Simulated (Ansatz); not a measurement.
# CdC2 (built on the sites of a database entry of MgC2): following an unstable mode, part 2 of 3

Which phase does CdC2 (built on the sites of a database entry of MgC2) fall into along its unstable mode, and how much energy does it gain?

Ansatz 0.2.0; DFT PBE, scalar-relativistic, plane waves, norm-conserving pseudopotentials.

So far, highest frequency on the path or at a solved wavevector (cm⁻¹): step 2 (response at finite wavevector) 1950. Also lowest frequency on the path (cm⁻¹): step 2 -82.7.

The structure was built from a prototype and need not be the compound's stable phase.

## Step 6: Relaxing from the distorted cell

Starting from the lowest point found, all atoms and the cell are let go, so that strain and other modes of the same symmetry can join in.

File input.yaml:

```yaml
crystal:
  lattice:
    - [3.9651099776, 0.0, 0.0]
    - [0.0, 3.9651099776, 0.0]
    - [0.0, 0.0, 5.9125324408]
  atoms:
    - { symbol: Cd, position: [0.4855729673, 0.5113089704, 0.0] }
    - { symbol: Cd, position: [0.0091984193, 0.0020891285, 0.5] }
    - { symbol: C, position: [0.9257235385, 0.8473522381, 0.0] }
    - { symbol: C, position: [0.5987444219, 0.3668827272, 0.5] }
    - { symbol: C, position: [0.1487904675, 0.0704191671, 0.0] }
    - { symbol: C, position: [0.3756774929, 0.5899496562, 0.5] }
kpoints:
  mp_grid: { grid: [8, 8, 4] }
hamiltonian:
  xc: pbe
  pseudopotentials: { kind: nc }
scf:
  occupations: { method: fixed }
output:
  forces: true
  stress: true
  eigenvalues: true
relax:
  adjacent_minimum: "off"
  f_tol: 0.002
  max_steps: 120
  cell: { stress_tol: 0.03 }
```

On the command line:

```sh
$ ansatz run input.yaml --threads 8 --pin off --max-ram 14336MiB --backend cpu --events-out ev --progress --plain --runs-dir out
```

Numbers of over 12 decimals in the logs are rounded to 6 here.

What it wrote:

```text
[...]
Crystal: 6 atoms, lattice volume = 92.957 Å³
Basis set: ecut = 1115.666836 eV, 7829 PW (Γ), exchange–correlation on 90×90×144 points (8 copies of the dense FFT grid, shifted against one another)
Bands: 34, of which v1, the nominal top of the filled ones, is band 28 counted from 1 (27 counted from 0)
Symmetry: 2 space group operations
[...]
k-points: 102 of 256 (time reversal used)
[...]
SCF iter   1: F=—  HF=-10187.799720 eV  |F-HF|=—  |Δ(HF+E_count)|=         —  Δρ=9.87e-2  dr2=9.40e0  ethr=3.10e-3  ⟨swp⟩=5.0  Hψ=13543  notcnv=0  defer=368
[...]
SCF iter   9: F=-10184.465278 eV  HF=-10184.465278 eV  |F-HF|=8.65e-9  |Δ(HF+E_count)|=   2.28e-7  Δρ=5.76e-6  dr2=3.72e-8  ethr=1.79e-10  ⟨swp⟩=15.6  Hψ=23268  notcnv=0
SCF 1 converged in 9 iterations: F = -10184.465278 eV  dr2 = 3.72e-8
relax step   1: F+E_penalty+E_count = -10184.46527760 eV  Δ(F+E_penalty+E_count) = +0.000e0 eV  max|allowed force component| = 2.176e-1 eV/Å  Δτ_max = 0.0000 Å  P = +0.157 GPa  Ω = 92.957 Å³  (9 SCF iters, dr2 threshold 1.00e-7 eV, accepted)
Crystal: 6 atoms, lattice volume = 93.030 Å³
[...]
iter 1 solved again at ethr=1.02e-3 eV; its pass at ethr=3.10e-3 eV (dr2=5.73e-1 eV) is discarded
[...]
SCF iter   8: F=-10184.456268 eV  HF=-10184.456268 eV  |F-HF|=1.97e-8  |Δ(HF+E_count)|=   9.23e-8  Δρ=9.99e-6  dr2=9.44e-8  ethr=1.07e-9  ⟨swp⟩=6.5  Hψ=15446  notcnv=0
SCF 2 converged in 8 iterations: F = -10184.456268 eV  dr2 = 9.44e-8
relax step   2: F+E_penalty+E_count = -10184.45626784 eV  Δ(F+E_penalty+E_count) = +9.010e-3 eV  max|allowed force component| = 7.559e-2 eV/Å  Δτ_max = 0.1488 Å  P = +0.038 GPa  Ω = 93.030 Å³  energy of the carried Pulay correction = -9.423e-6 eV  (8 SCF iters, dr2 threshold 6.00e-7 eV, rejected (line search))
Crystal: 6 atoms, lattice volume = 93.013 Å³
[...]
SCF iter  12: F=-10184.470474 eV  HF=-10184.470474 eV  |F-HF|=0.00e0  |Δ(HF+E_count)|=  3.64e-12  Δρ=5.99e-8  dr2=3.37e-12  ethr=1.00e-12  ⟨swp⟩=16.5  Hψ=26427  notcnv=0
SCF 3 converged in 12 iterations: F = -10184.470474 eV  dr2 = 3.37e-12
relax step   3: F+E_penalty+E_count = -10184.47047414 eV  Δ(F+E_penalty+E_count) = -5.197e-3 eV  max|allowed force component| = 4.434e-2 eV/Å  Δτ_max = 0.0552 Å  P = +0.041 GPa  Ω = 93.013 Å³  energy of the carried Pulay correction = -7.278e-6 eV  (12 SCF iters, accepted)
[...]
relax step   4: F+E_penalty+E_count = -10184.47096163 eV  Δ(F+E_penalty+E_count) = -4.875e-4 eV  max|allowed force component| = 4.250e-2 eV/Å  Δτ_max = 0.0033 Å  P = +0.011 GPa  Ω = 92.998 Å³  energy of the carried Pulay correction = -5.344e-6 eV  (5 SCF iters, dr2 threshold 1.44e-7 eV, accepted)
[...]
relax step   5: F+E_penalty+E_count = -10184.47707111 eV  Δ(F+E_penalty+E_count) = -6.109e-3 eV  max|allowed force component| = 1.965e-2 eV/Å  Δτ_max = 0.0891 Å  P = +0.207 GPa  Ω = 92.780 Å³  energy of the carried Pulay correction = +2.319e-5 eV  (7 SCF iters, dr2 threshold 1.13e-7 eV, accepted)
[...]
relax step   6: F+E_penalty+E_count = -10184.47726106 eV  Δ(F+E_penalty+E_count) = -1.899e-4 eV  max|allowed force component| = 3.403e-3 eV/Å  Δτ_max = 0.0056 Å  P = -0.009 GPa  Ω = 92.993 Å³  energy of the carried Pulay correction = -4.617e-6 eV  (5 SCF iters, dr2 threshold 2.50e-7 eV, accepted)
[...]
relax step   7: F+E_penalty+E_count = -10184.47726675 eV  Δ(F+E_penalty+E_count) = -5.696e-6 eV  max|allowed force component| = 3.616e-4 eV/Å  Δτ_max = 0.0006 Å  P = +0.002 GPa  Ω = 93.003 Å³  energy of the carried Pulay correction = -5.937e-6 eV  (6 SCF iters, dr2 threshold 7.24e-10 eV, accepted)
[...]
SCF iter   1: F=—  HF=-10184.477264 eV  |F-HF|=—  |Δ(HF+E_count)|=         —  Δρ=2.36e-6  dr2=2.00e-9  ethr=1.31e-7  ⟨swp⟩=5.1  Hψ=26838  notcnv=0  defer=408
eigensolver tolerance schedule: the retry pair's looser diagonalisation over-reported the residual by 36542.35 of it (diagonalisation noise at an unbounded share of the residual, at the tolerance the schedule requests for it); recorded, not acted on — ethr = c·dr2/N_el stays at c = 1.0e-1
[...]
SCF iter   2: F=—  HF=-10184.477273 eV  |F-HF|=—  |Δ(HF+E_count)|=   8.91e-6  Δρ=1.19e-6  dr2=5.14e-10  ethr=3.57e-12  ⟨swp⟩=5.6  Hψ=12430  notcnv=0  defer=406
[...]
SCF iter   4: F=-10184.477273 eV  HF=-10184.477273 eV  |F-HF|=1.09e-11  |Δ(HF+E_count)|=  4.37e-11  Δρ=1.71e-7  dr2=1.79e-11  ethr=1.00e-12  ⟨swp⟩=15.8  Hψ=30213  notcnv=0
SCF 8 converged in 4 iterations: F = -10184.477273 eV  dr2 = 1.79e-11
relax step   8: F+E_penalty+E_count = -10184.47727340 eV  Δ(F+E_penalty+E_count) = -6.649e-6 eV  max|allowed force component| = 3.668e-4 eV/Å  Δτ_max = 0.0000 Å  P = +0.002 GPa  Ω = 93.003 Å³  stress off target by 2.25e-2 GPa  SCF on the basis re-selected at this cell (its energy is not comparable with the rows above)  (4 SCF iters)
basis re-selected at this cell: Δ(F+E_penalty+E_count) = -6.649e-6 eV, ΔP = -0.000 GPa vs the last step (what re-selecting the basis moved, of the pressure what is left beyond the Pulay correction that the steps carried, after the strain that the cell walked since its last selection, with what the two solves' SCF thresholds leave and, on support functions, any second-order correction that the steps lacked; it is no m [...]
SCF converged after 4 iterations
Free energy (F): -10184.477273 eV
[...]
Internal energy: -10184.477273 eV  (E = F + TS)
E sigma→0 (E₀):  -10184.477273 eV
Fermi energy:    7.041349 eV
[...]
--- Forces (eV/Å), atoms counted from 1 ---
  atom   1  Cd     0.00013960     0.00012048     0.00000000
  atom   2  Cd     0.00002100    -0.00003974    -0.00000000
  atom   3  C      0.00005868     0.00008464     0.00000000
  atom   4  C     -0.00013499     0.00036703    -0.00000000
  atom   5  C     -0.00011530    -0.00035052     0.00000000
  atom   6  C      0.00002864    -0.00018055     0.00000000
  max |Σ_I F_I| component: 2.37e-6 eV/Å
--- Stress (GPa, compression-positive) ---
       -0.007558       0.000145      -0.000000
        0.000145      -0.008566      -0.000000
       -0.000000      -0.000000       0.022522
  P = ⅓ Tr σ = 0.0021 GPa (0.021 kbar)
--- Band table (eV; the first three rows and the last of 102) ---
  k-point 0: bands = [... 24 lower, 4.5100, 5.8748, 5.9334, 5.9753, 10.5589, 11.7148, 12.8844, 12.9686, ... 2 higher]
  k-point 1: bands = [... 24 lower, 5.2021, 5.8392, 5.9381, 6.2015, 10.6858, 11.4847, 12.7998, 12.8377, ... 2 higher]
  k-point 2: bands = [... 24 lower, 5.7627, 5.7628, 6.2032, 6.2032, 11.0378, 11.0379, 12.7256, 12.7256, ... 2 higher]
  k-point 101: bands = [... 24 lower, 4.3592, 4.3593, 6.7020, 6.7020, 11.8388, 11.8390, 12.0128, 12.0128, ... 2 higher]
--- Relaxed structure (7 steps of the walk, 6 accepted, 1 SCFs on fresh bases) ---
  F+E_penalty+E_count = -10184.47727340 eV   max|allowed force component| = 3.668e-4 eV/Å   (the final SCF, on the basis selected at the relaxed cell)
  cell:  # Å, volume = 93.0029 Å³
    - [3.964859, 4.162384021586775e-6, 0.0]
    - [4.162384021586775e-6, 3.964854, 0.0]
    - [0.0, 0.0, 5.916181]
  atoms:
    - { symbol: Cd, position: [0.474703, 0.516190, 0.0] }
    - { symbol: Cd, position: [0.039872, 0.016155, 0.5] }
    - { symbol: C, position: [0.913892, 0.852095, 0.0] }
    - { symbol: C, position: [0.600672, 0.352041, 0.5] }
    - { symbol: C, position: [0.137542, 0.075785, 0.0] }
    - { symbol: C, position: [0.377026, 0.575736, 0.5] }
```

The job ended after 57 s (8 threads of Intel Xeon 6975P-C (Granite Rapids), shared host; peak memory 1.5 GiB; 7.4 min of CPU time).

Relaxation path:

| step | energy less that of the first step (eV) | largest force component (eV/Å) | pressure (GPa) | volume (Å³) |
| --- | --- | --- | --- | --- |
| 1 | 0.0000 | 0.2176 | 0.16 | 92.96 |
| 2 | 0.0090 | 0.0756 | 0.04 | 93.03 |
| 3 | -0.0052 | 0.0443 | 0.04 | 93.01 |
| 4 | -0.0057 | 0.0425 | 0.01 | 93.00 |
| 5 | -0.0118 | 0.0196 | 0.21 | 92.78 |
| 6 | -0.0120 | 0.0034 | -0.01 | 92.99 |
| 7 | -0.0120 | 0.0004 | 0.00 | 93.00 |
| 8* | -0.0120 | 0.0004 | 0.00 | 93.00 |

Relaxation steps marked * repeat the geometry before them on a plane-wave basis chosen anew for their cell, so energy and pressure can jump there. Relaxation step 2 was tried and not accepted.

The run keeps the 2 symmetry operations that it works with, so distortions that break them were not tested.

| cell as run | before | after | change |
| --- | --- | --- | --- |
| a (Å) | 3.965 | 3.965 | -0.0 % |
| b (Å) | 3.965 | 3.965 | -0.0 % |
| c (Å) | 5.913 | 5.916 | +0.1 % |
| volume (Å³/atom) | 15.49 | 15.50 | +0.0 % |

The atoms that moved most (Å, as changes of fractional coordinates times the final cell):

| atom | dx | dy | dz | length |
| --- | --- | --- | --- | --- |
| Cd2 | 0.122 | 0.056 | 0.000 | 0.134 |
| C4 | 0.008 | -0.059 | 0.000 | 0.059 |
| C6 | 0.005 | -0.056 | 0.000 | 0.057 |
| C3 | -0.047 | 0.019 | 0.000 | 0.051 |
| C5 | -0.045 | 0.021 | 0.000 | 0.049 |
| Cd1 | -0.043 | 0.019 | 0.000 | 0.047 |

Final coordinates:

```xyz
6
Lattice="3.9649 0.0000 0.0000 0.0000 3.9649 0.0000 0.0000 0.0000 5.9162" Properties=species:S:1:pos:R:3 pbc="T T T"
Cd    1.8821    2.0466    0.0000
Cd    0.1581    0.0641    2.9581
C     3.6235    3.3784    0.0000
C     2.3816    1.3958    2.9581
C     0.5453    0.3005    0.0000
C     1.4949    2.2827    2.9581
```

This step gave:

```yaml
pressure: 0.002133 GPa
gap_on_the_k_mesh: 3.323 eV
volume_per_atom: 15.50 Å³
```

The distorted start has space group Pm; the relaxation ends in Pmn2_1.

## Step 7: The new phase in its own primitive cell

The relaxed structure is symmetrised, reduced to its primitive cell and relaxed tightly, as its phonons need.

File input.yaml:

```yaml
crystal:
  lattice:
    - [5.9161805905, 0.0, 0.0]
    - [0.0, 3.9648587515, 0.0]
    - [0.0, 0.0, 3.9648539749]
  atoms:
    - { symbol: Cd, position: [0.0, 0.2825845767, 0.4838099823] }
    - { symbol: Cd, position: [0.5, 0.7174154233, 0.9838099823] }
    - { symbol: C, position: [0.0, 0.8433949233, 0.147904605] }
    - { symbol: C, position: [0.5, 0.1566050767, 0.647904605] }
    - { symbol: C, position: [0.0, 0.6197447506, 0.9242146659] }
    - { symbol: C, position: [0.5, 0.3802552494, 0.4242146659] }
kpoints:
  mp_grid: { grid: [4, 6, 6] }
hamiltonian:
  xc: pbe
  pseudopotentials: { kind: nc }
scf:
  occupations: { method: fixed }
output:
  forces: true
  stress: true
  eigenvalues: true
relax:
  adjacent_minimum: "off"
  f_tol: 0.001
  max_steps: 60
  cell: { stress_tol: 0.01 }
```

What it wrote:

```text
[...]
Crystal: 6 atoms, lattice volume = 93.003 Å³
Basis set: ecut = 1115.666836 eV, 7829 PW (Γ), exchange–correlation on 144×90×90 points (8 copies of the dense FFT grid, shifted against one another)
Bands: 34, of which v1, the nominal top of the filled ones, is band 28 counted from 1 (27 counted from 0)
Symmetry: 4 space group operations
[...]
cell:  # Å, volume = 93.0474 Å³
    - [5.920133, 0, 0]
    - [0, 3.964535, 0]
    - [0, 0, 3.964426]
  atoms:
    - { symbol: Cd, position: [0, 0.282551, 0.483810] }
    - { symbol: Cd, position: [0.500000, 0.717449, 0.983810] }
    - { symbol: C, position: [0, 0.843370, 0.147911] }
    - { symbol: C, position: [0.500000, 0.156630, 0.647911] }
    - { symbol: C, position: [0, 0.619697, 0.924209] }
    - { symbol: C, position: [0.500000, 0.380303, 0.424209] }
[key lines of the parts left out:]
SCF converged after 4 iterations
Free energy (F): -10184.477212 eV
Fermi energy:    6.924997 eV
P = ⅓ Tr σ = 0.0000 GPa (0.000 kbar)
```

The job ended after 17 s (8 threads; peak memory 1.1 GiB; 2.1 min of CPU time).

Little changed from the start: no atom moved by 0.005 Å and no cell edge by 0.1 %.

This step gave:

| Item | Value |
| --- | --- |
| pressure | 2.64e-5 GPa |
| gap on the k-mesh | 3.433 eV |
| volume per atom | 15.51 Å³ |
| direct gap on mesh | 3.551 eV |

The largest force component left is 0.13 meV/Å and the pressure is 0.000 GPa, within the tolerances set. The cell now holds 15.51 Å³/atom.

[end of part 2 of 3]

[Logs are printed without paths, hosts, clocks, repeated set-up lines and the standing remarks that a program may print on its own settings, such as how far it seeks lower states.]

[Hosts, paths, dates, database ids (printed as entryN), source tags and the programs' standing remarks are cut or masked in the printed files.]
